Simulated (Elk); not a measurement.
# Dielectric function and optical constants of PbSe (Clausthalite)

Wanted: where PbSe (Clausthalite) starts to absorb, how strongly, and its refractive index.

Main program and level: Elk 11.2.3 (patched build); DFT, LDA, all-electron APW+lo, Dirac cores, scalar-relativistic bands, independent-particle optical response without local fields.

### 1. Set-up

Symmetry: Fm-3m, No. 225, cubic system. Conventional cell: a = 6.121 Å, b = 6.121 Å, c = 6.121 Å, α = 90.00°, β = 90.00°, γ = 90.00°. Nearest to Pb lie 6 Se at 3.06 Å. Nearest to Se lie 6 Pb at 3.06 Å. Farther neighbours and most contacts between anions are not listed.

### 2. Ground state

The self-consistent density comes first; it also tells whether there is a gap, which decides the occupations and the need for a Drude term.

This step: DFT, LDA, all-electron APW+lo, Dirac cores, scalar-relativistic bands, ground state (Elk 11.2.3 (patched build)).

elk.in

```
tasks
  0
  120

xctype
  3

nempty
  10

lorbcnd
  .true.

rgkmax
  7.0

swidth
  0.0018375

maxscl
  100

epsengy
  1e-05

sppath
  './'

avec
  0.000000000000 5.783790263336 5.783790263336
  5.783790263336 0.000000000000 5.783790263336
  5.783790263336 5.783790263336 0.000000000000

atoms
  2
  'Pb.in'
  1
  0.000000000000 0.000000000000 0.000000000000   0.000 0.000 0.000
  'Se.in'
  1
  0.500000000000 0.500000000000 0.500000000000   0.000 0.000 0.000

ngridk
  9 9 9
```

Run with:

```
$ OMP_NUM_THREADS=4 elk
```

Numbers of over 12 decimals in the logs are rounded to 6 here.

Output:

```text
┌─────────────────────────┐
│ Elk code version 11.2.3 │
└─────────────────────────┘

All units are atomic (Hartree, Bohr, etc.)

┌─────────────────────────────────────────────────┐
│ Ground-state run starting from atomic densities │
└─────────────────────────────────────────────────┘

Lattice vectors :
   0.000000000       5.783790263       5.783790263
   5.783790263       0.000000000       5.783790263
   5.783790263       5.783790263       0.000000000

Reciprocal lattice vectors :
 -0.5431719531      0.5431719531      0.5431719531
  0.5431719531     -0.5431719531      0.5431719531
  0.5431719531      0.5431719531     -0.5431719531

Unit cell volume      :    386.9613621
Brillouin zone volume :   0.6410206230

Muffin-tin inner radius fraction :   0.1000000000E-01

Nuclei treated as point charges

Species : 1 (Pb)
 parameters loaded from : Pb.in
 name : lead
 nuclear charge    :   -82.00000000
 electronic charge :    82.00000000
 atomic mass :    377702.4943
 muffin-tin radius :    2.800000000
 number of radial points in muffin-tin :    697
 inner part over the whole radius :   0.9993555083E-02
 number on inner part of muffin-tin    :    501
 approximate nuclear radius :   0.1047603524E-03
 number of mesh points to nuclear radius :    263
 atomic positions (lattice), magnetic fields (Cartesian) :
  1 :   0.00000000  0.00000000  0.00000000    0.00000000  0.00000000  0.00000000

Species : 2 (Se)
 parameters loaded from : Se.in
 name : selenium
 nuclear charge    :   -34.00000000
 electronic charge :    34.00000000
 atomic mass :    143935.2749
 muffin-tin radius :    2.400000000
 number of radial points in muffin-tin :    497
 inner part over the whole radius :   0.9976188588E-02
 number on inner part of muffin-tin    :    352
 approximate nuclear radius :   0.7785908700E-04
 number of mesh points to nuclear radius :    172
 atomic positions (lattice), magnetic fields (Cartesian) :
  1 :   0.50000000  0.50000000  0.50000000    0.00000000  0.00000000  0.00000000

Total number of atoms per unit cell :    2
Total muffin-tin volume :    149.8581584
 ratio of muffin-tin to unit cell volume :   0.3872690481

Spin treatment :
 spin-unpolarised

Number of Bravais lattice symmetries :   48
Number of crystal symmetries         :   48
Crystal has inversion symmetry
Real symmetric eigensolver will be used

k-point grid :      9     9     9
k-point offset :    0.000000000       0.000000000       0.000000000
k-point set is reduced with full crystal symmetry group
Total number of k-points :       35

Muffin-tin radius times maximum |G+k| :    7.000000000
 using average radius
Maximum |G+k| for APW functions       :    2.692307692
Maximum (1/2)|G+k|²                   :    3.624260355
Maximum |G| for potential and density :    12.00000000
Constant for pseudocharge density :    8
 order of it for each species :   15  15
 order of it for pair densities of each species (exact exchange by exxq0 0: 15) :   11   8
Radial integration step length :    1

G-vector grid sizes :     32    32    32
Number of G-vectors :    11311

Maximum angular momentum used for
 APW functions            :    8
 outer part of muffin-tin :    6
 inner part of muffin-tin :    2

Total nuclear charge    :   -116.0000000
Total core charge       :    86.00000000
Total valence charge    :    30.00000000
Total excess charge     :    0.000000000
Total electronic charge :    116.0000000

Effective Wigner radius, rₛ :   0.9269159062

Number of empty states         :     20
Total number of valence states :     36
Total number of core states    :     86

Conduction state local-orbitals added automatically
Third-order local-orbitals added for an l without core states : F
Total number of local-orbitals :    128

Exchange-correlation functional :      3     0     0
 Perdew-Wang/Ceperley-Alder, Phys. Rev. B 45, 13244 (1992)
 gradient requirement :    0
 local density approximation (LDA)

Smearing type :    3
 Fermi-Dirac
Smearing width :   0.1837500000E-02
Effective electronic temperature (K) :    580.2366081

Mixing type :    3
 Broyden mixing, J. Phys. A: Math. Gen. 17, L317 (1984)

Kohn-Sham potential initialised from atomic data

┌──────────────────────────────┐
│ Self-consistent loop started │
└──────────────────────────────┘

┌─────────────────┐
│ Loop number : 1 │
└─────────────────┘

Energies :
 Fermi                       :     0.55610699790556E-01
 sum of occupied eigenvalues :     -14357.443879899
 electron kinetic            :      26832.564991744
 core electron kinetic       :      26494.011969823
 Coulomb                     :     -49713.685903427
 Coulomb potential           :     -40566.362402424
 nuclear-nuclear             :     -1824.2822519447
 electron-nuclear            :     -55241.305773915
 Hartree                     :      7351.9021224323
 Madelung                    :     -29430.504702215
 xc potential                :     -623.64646921905
 exchange                    :     -452.12489562895
 correlation                 :     -11.701146403860
 electron entropic           :    -0.14352767104796E-06
 total energy                :     -23344.946953859

Density of states at Fermi energy :   0.4406696576E-02
 (states/Hartree/unit cell)

Estimated indirect band gap :   0.3162051701E-01
 from k-point 5 to k-point 5
Estimated direct band gap   :   0.3162051701E-01
 at k-point 5

Charges :
 core                        :    86.00000000
 valence                     :    30.00000000
 interstitial                :    3.229603213
 muffin-tins (core leakage)
  species : 1 (Pb)
   atom 1                    :    80.04476007     (  0.1236003156E-02)
  species : 2 (Se)
   atom 1                    :    32.72563672     (  0.5353431414E-04)
 total in muffin-tins        :    112.7703968
 total calculated charge     :    115.9986715
 total charge                :    116.0000000
 error                       :   0.1328477985E-02

┌─────────────────┐
│ Loop number : 2 │
└─────────────────┘

Energies :
 Fermi                       :     0.56740181900715E-01
 sum of occupied eigenvalues :     -14357.369017138
 electron kinetic            :      26831.981739792
 core electron kinetic       :      26493.623064809
 Coulomb                     :     -49713.708887482
 Coulomb potential           :     -40566.320723748
 nuclear-nuclear             :     -1824.2822519447
 electron-nuclear            :     -55241.391007729
 Hartree                     :      7351.9643721916
 Madelung                    :     -29430.548525608
 xc potential                :     -623.03003318285
 exchange                    :     -452.12439586325
 correlation                 :     -11.701091944066
 electron entropic           :    -0.15181530077518E-06
 total energy                :     -23345.552635648

Density of states at Fermi energy :   0.4690820107E-02
 (states/Hartree/unit cell)

Estimated indirect band gap :   0.3139169844E-01
 from k-point 5 to k-point 5
Estimated direct band gap   :   0.3139169844E-01
 at k-point 5

Charges :
 core                        :    86.00000000
 valence                     :    30.00000000
 interstitial                :    3.232316407
 muffin-tins (core leakage)
  species : 1 (Pb)
   atom 1                    :    80.04836263     (  0.1234855553E-02)
  species : 2 (Se)
   atom 1                    :    32.71932096     (  0.5356373611E-04)
 total in muffin-tins        :    112.7676836
 total calculated charge     :    115.9986728
 total charge                :    116.0000000
 error                       :   0.1327177630E-02

RMS change in Kohn-Sham potential (target) :   0.1246783455     (  0.1000000000E-05)
Absolute change in total energy (target)   :   0.6056817890     (  0.1000000000E-04)

[... 13 loops left out ...]

┌──────────────────┐
│ Loop number : 16 │
└──────────────────┘

Energies :
 Fermi                       :     0.175118
 sum of occupied eigenvalues :     -14346.223964248
 electron kinetic            :      26833.974435396
 core electron kinetic       :      26494.741784870
 Coulomb                     :     -49714.684061048
 Coulomb potential           :     -40564.630289580
 nuclear-nuclear             :     -1824.2822519447
 electron-nuclear            :     -55244.960184711
 Hartree                     :      7354.5583756077
 Madelung                    :     -29432.368916258
 xc potential                :     -615.56811006362
 exchange                    :     -452.11563447482
 correlation                 :     -11.699221662567
 electron entropic           :    -0.10877621370762E-05
 total energy                :     -23344.524482877

Density of states at Fermi energy :   0.4241939582E-01
 (states/Hartree/unit cell)

Estimated indirect band gap :   0.2346945946E-01
 from k-point 5 to k-point 5
Estimated direct band gap   :   0.2346945946E-01
 at k-point 5

Charges :
 core                        :    86.00000000
 valence                     :    30.00000000
 interstitial                :    3.336349766
 muffin-tins (core leakage)
  species : 1 (Pb)
   atom 1                    :    80.21723984     (  0.1181347344E-02)
  species : 2 (Se)
   atom 1                    :    32.44641039     (  0.5318710232E-04)
 total in muffin-tins        :    112.6636502
 total calculated charge     :    115.9987340
 total charge                :    116.0000000
 error                       :   0.1266037467E-02

RMS change in Kohn-Sham potential (target) :   0.1064582819E-07 (  0.1000000000E-05)
Absolute change in total energy (target)   :   0.2960088750E-05 (  0.1000000000E-04)

Convergence targets achieved

┌──────────────────┐
│ Loop number : 17 │
└──────────────────┘

Energies :
 Fermi                       :     0.175118
 sum of occupied eigenvalues :     -14346.223964589
 electron kinetic            :      26833.974435159
 core electron kinetic       :      26494.741784756
 Coulomb                     :     -49714.684060930
 Coulomb potential           :     -40564.630289446
 nuclear-nuclear             :     -1824.2822519447
 electron-nuclear            :     -55244.960184623
 Hartree                     :      7354.5583756371
 Madelung                    :     -29432.368916207
 xc potential                :     -615.56811030205
 exchange                    :     -452.11563447545
 correlation                 :     -11.699221662707
 electron entropic           :    -0.10877619839900E-05
 total energy                :     -23344.524482997

Density of states at Fermi energy :   0.4241938914E-01
 (states/Hartree/unit cell)

Estimated indirect band gap :   0.2346946000E-01
 from k-point 5 to k-point 5
Estimated direct band gap   :   0.2346946000E-01
 at k-point 5

Charges :
 core                        :    86.00000000
 valence                     :    30.00000000
 interstitial                :    3.336349760
 muffin-tins (core leakage)
  species : 1 (Pb)
   atom 1                    :    80.21723985     (  0.1181347347E-02)
  species : 2 (Se)
   atom 1                    :    32.44641039     (  0.5318710162E-04)
 total in muffin-tins        :    112.6636502
 total calculated charge     :    115.9987340
 total charge                :    116.0000000
 error                       :   0.1266037468E-02

┌──────────────────────────────┐
│ Self-consistent loop stopped │
└──────────────────────────────┘

Warning : core states of species 1 leak from the muffin-tin :   0.1181347347E-02

Wrote STATE.OUT
```

Wall time 7.5 s (4 threads of Arm Neoverse V1, shared host); peak memory 0.08 GiB; 23 s of CPU time.

This step gave:

```
total energy           : -23345 Ha
Fermi energy           : 4.765 eV
DOS at the Fermi level : 0.001559 states/eV/cell
gap on the k-mesh      : 0.6386 eV
direct gap on the mesh : 0.6386 eV
```

There is a gap, 0.64 eV on this mesh (points off the mesh can give less), so no carriers' term is needed.

### 3. Independent particles

With the density converged, the vertical transitions are summed over the zone.

This step: DFT, LDA, all-electron APW+lo, Dirac cores, scalar-relativistic bands, independent-particle optical response without local fields (Elk 11.2.3 (patched build)).

elk.in, as its differences from that of step 2:

```diff
@@ -1,4 +1,6 @@
 tasks
-  0
-  120
+  121
+
+optcomp
+  1 1
 
@@ -17,9 +19,7 @@
 swidth
-  0.0018375
+  0.0055124
 
-maxscl
-  100
-
-epsengy
-  1e-05
+wplot
+  400 100 0
+  0.0 0.51449
```

Run with:

```
$ OMP_NUM_THREADS=4 elk
```

Output:

```text
┌─────────────────────────────────┐
│ Elk code version 11.2.3 started │
└─────────────────────────────────┘

┌────────────────────┐
│ Current task : 121 │
└────────────────────┘

Info(dielectric):
 dielectric tensor written to EPSILON_ij.OUT
 optical conductivity written to SIGMA_ij.OUT
 for components
  i = 1, j = 1

┌──────────────────┐
│ Elk code stopped │
└──────────────────┘
```

Elapsed: 1.1 s, on 4 threads; peak memory 0.03 GiB; 4.5 s of CPU time.

This step gave:

- electronic dielectric constant ε∞, mean over x, y and z (by symmetry where fewer were run): 22.99

Sum at mesh points, not converged in k; values under the direct gap are tails of Lorentzian lines. Table of Im ε, E ∥ x by photon energy; read off at these points:

| photon energy (eV) | Im ε, E ∥ x |
| --- | --- |
| 0.00 | 0 |
| 0.50 | 1.09 |
| 1.00 | 7.69 |
| 1.16 | 13.6 |
| 1.50 | 9.26 |
| 2.00 | 31.8 |
| 2.17 | 53.3 |
| 2.50 | 33.1 |
| 2.73 | 40.1 |
| 3.00 | 18.2 |
| 3.50 | 12.4 |
| 4.00 | 8.64 |
| 4.50 | 5.59 |
| 5.00 | 3.60 |
| 5.50 | 2.30 |
| 6.00 | 3.08 |
| 6.50 | 2.67 |
| 7.00 | 3.20 |
| 7.50 | 3.44 |
| 8.00 | 3.61 |
| 8.50 | 2.70 |
| 9.00 | 2.12 |
| 9.50 | 1.98 |
| 10.00 | 2.10 |
| 10.50 | 1.56 |
| 11.00 | 1.64 |
| 11.50 | 1.34 |
| 12.00 | 1.10 |
| 12.50 | 0.879 |
| 13.00 | 0.725 |
| 13.50 | 0.749 |

Sum at mesh points, not converged in k. Reflectivity at normal incidence, E ∥ x against photon energy; read off at these points:

photon energy (eV), reflectivity at normal incidence, E ∥ x (%) and a bar from the least value:
```
    0.000       42.9 ############
    0.250       43.2 ############
    0.500       44.1 ############
    0.750       45.7 #############
    1.000       48.8 ###############
    1.085       49.5 ################
    1.250       45.2 #############
    1.500       47.6 ##############
    1.750       51.8 #################
    2.000       59.0 #####################
    2.250       65.3 #########################
    2.500       59.4 ######################
    2.750       67.3 ###########################
    2.940       72.8 ##############################
    3.000       71.5 #############################
    3.250       64.0 #########################
    3.500       61.9 #######################
    3.750       60.6 ######################
    4.000       64.5 #########################
    4.200       66.3 ##########################
    4.250       65.7 ##########################
    4.500       59.7 ######################
    4.750       62.1 #######################
    5.000       56.2 ####################
    5.250       58.2 #####################
    5.320       59.1 ######################
    5.500       52.2 #################
    5.750       36.2 #######
    6.000       31.0 ####
    6.250       34.3 ######
    6.500       32.3 #####
    6.750       25.5 #
    7.000       32.4 #####
    7.250       25.8 #
    7.500       24.1 
    7.750       33.8 ######
    8.000       34.4 ######
    8.250       40.7 ##########
    8.500       36.4 ########
    8.750       38.3 #########
    9.000       32.9 #####
    9.250       33.9 ######
    9.500       34.6 ######
    9.750       29.3 ###
   10.000       37.0 ########
   10.250       37.8 ########
   10.500       39.2 #########
   10.750       34.0 ######
   11.000       32.2 #####
   11.250       35.4 #######
   11.500       34.3 ######
   11.750       36.4 ########
   12.000       33.2 ######
   12.250       36.2 #######
   12.500       41.9 ###########
   12.750       36.1 #######
   13.000       35.0 #######
   13.250       30.3 ####
   13.500       37.6 ########
   13.750       39.2 #########
```

Sum at mesh points, not converged in k; values under the direct gap are tails of Lorentzian lines. Table of loss function −Im 1/ε at q → 0, E ∥ x by energy loss; read off at these points:

energy loss (eV), loss function −Im 1/ε at q → 0, E ∥ x and a bar:
```
     0.00       0.00 
     0.50       0.00 
     1.00       0.01 
     1.50       0.01 
     2.00       0.01 
     2.50       0.03 #
     3.00       0.03 #
     3.50       0.06 ##
     4.00       0.06 ##
     4.50       0.09 ###
     5.00       0.14 ####
     5.50       0.21 ######
     6.00       0.31 #########
     6.50       0.34 ##########
     6.58       0.37 ###########
     7.00       0.29 ########
     7.50       0.29 ########
     8.00       0.26 #######
     8.50       0.30 #########
     9.00       0.40 ############
     9.50       0.40 ############
    10.00       0.36 ##########
    10.50       0.43 ############
    11.00       0.50 ##############
    11.50       0.56 ################
    12.00       0.69 ####################
    12.50       0.64 ###################
    13.00       0.98 #############################
    13.09       1.03 ##############################
    13.50       0.87 #########################
```

At chosen wavelengths:

```
wavelength (nm)     n      k  R (%)     1/α
           1550  5.23  0.275   46.2  449 nm
            633  6.66  2.022   57.6   25 nm
            532  4.46  4.337   63.3  9.8 nm
            365  1.96  3.430   61.8  8.5 nm
            308  1.36  3.122   64.6  7.8 nm
            248  0.86  2.094   56.2  9.4 nm
            193  1.01  1.451   34.4   11 nm
```

Below the direct gap, k and the depth come from the tails of the Lorentzian lines, not from transitions.

### 4. Summary of results

| Item | Value |
| --- | --- |
| electronic dielectric constant ε∞, mean over x, y and z (by symmetry where fewer were run) (independent particles) | 23.0 |

At this level (LDA, independent particles) PbSe has ε∞ = 23.0 and n = 5.23 at 1550 nm. On the mesh the gap is 0.64 eV and the least direct gap 0.64 eV. Excitons and phonon-assisted transitions are missing, and so are local fields; LDA gaps are as a rule too small, which pulls the onset down and ε∞ up, while the missing spin-orbit coupling works the other way with such heavy atoms. Spin-orbit coupling is left out although heavy atoms are present. The sum runs over mesh points 0.20 Å⁻¹ apart with no interpolation, so peaks are partly noise of the mesh; over so small a direct gap single mesh points weigh heavily, so ε∞, n and their changes from run to run can be far off.

[Machine, clock and banner lines and Python warnings are left out of the logs.]

[Logs are printed without paths, hosts, clocks, repeated set-up lines and the standing remarks that a program may print on its own settings, such as how far it seeks lower states.]

[Hosts, paths, dates, database ids (printed as entryN), source tags and the programs' standing remarks are cut or masked in the printed files.]
